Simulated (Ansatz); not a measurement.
G0W0 rungs for Cs2HgSe2 (Pbam).

It takes space group Pbam (No. 55, orthorhombic). The conventional cell has a = 8.185 Å, b = 10.330 Å, c = 4.711 Å, α = 90.00°, β = 90.00°, γ = 90.00°. Cs has 6 Se at 3.66 to 3.72 Å and 1 Cs at 3.87 Å nearest. Nearest to Hg lie 2 Se at 2.41 Å. Nearest to Se lie 1 Hg at 2.41 Å and 6 Cs at 3.66 to 3.72 Å. Farther neighbours and most contacts between anions are not listed.

```xyz
10
Lattice="8.1849 0.0000 0.0000 0.0000 10.3302 0.0000 0.0000 0.0000 4.7112" Properties=species:S:1:pos:R:3 pbc="T T T"
Cs    3.2103    8.6062    2.3556
Cs    4.9746    1.7240    2.3556
Cs    7.3027    6.8891    2.3556
Cs    0.8822    3.4411    2.3556
Hg    4.0925    5.1651    0.0000
Hg    0.0000    0.0000    0.0000
Se    1.8846    6.1408    0.0000
Se    6.3003    4.1894    0.0000
Se    5.9770    9.3545    0.0000
Se    2.2079    0.9757    0.0000
```

The cell and positions come from the Crystallography Open Database and are kept as given unless a step says otherwise. Spin-orbit coupling is left out unless a run names it.

Runs so far (Ansatz 0.2.0, start PBE, PAW set soft_1 files, 2×2×2 mesh). Times are wall times on 1 × NVIDIA H100 80GB HBM3 (shared by 6 runs) with 2 threads of AMD EPYC 7R13 (Zen 3), shared host, good to a factor of about two.

```csv
bands summed,cutoff (eV),gap on the mesh (eV),time
389,50,3.309,21 s
974,100,3.420,44 s
```

Q: What should the next rung give, with 1731 bands and screening to 150 eV, and where is the limit?

The error falls about as one over the bands when the cutoff rises with them. A line through the two highest rungs given predicts 3.452 eV; the run gave 3.451 eV, close to it. The two highest rungs put the limit near 3.491 eV, the pair below near 3.494 eV; their difference is a rough measure of what is unsettled in bands and cutoff; the mesh is a separate error.

Gaps are over the mesh's points; an edge off the mesh would be missed. Limits: not at the basis limit; no spin-orbit coupling; coarse k mesh.

[Paths, hosts, dates, memory and timing lines, banners, echoed tables and standing remarks are left out of the program output.]

[Logs are printed without paths, hosts, clocks, repeated set-up lines and the standing remarks that a program may print on its own settings, such as how far it seeks lower states.]

[Runs of the session that timed out or met a known fault of the program may be left out.]

[Cells called generated may have been cut or substituted from an entry of the Crystallography Open Database or the Materials Project.]

[Hosts, paths, dates, database ids (printed as entryN), source tags and the programs' standing remarks are cut or masked in the printed files.]
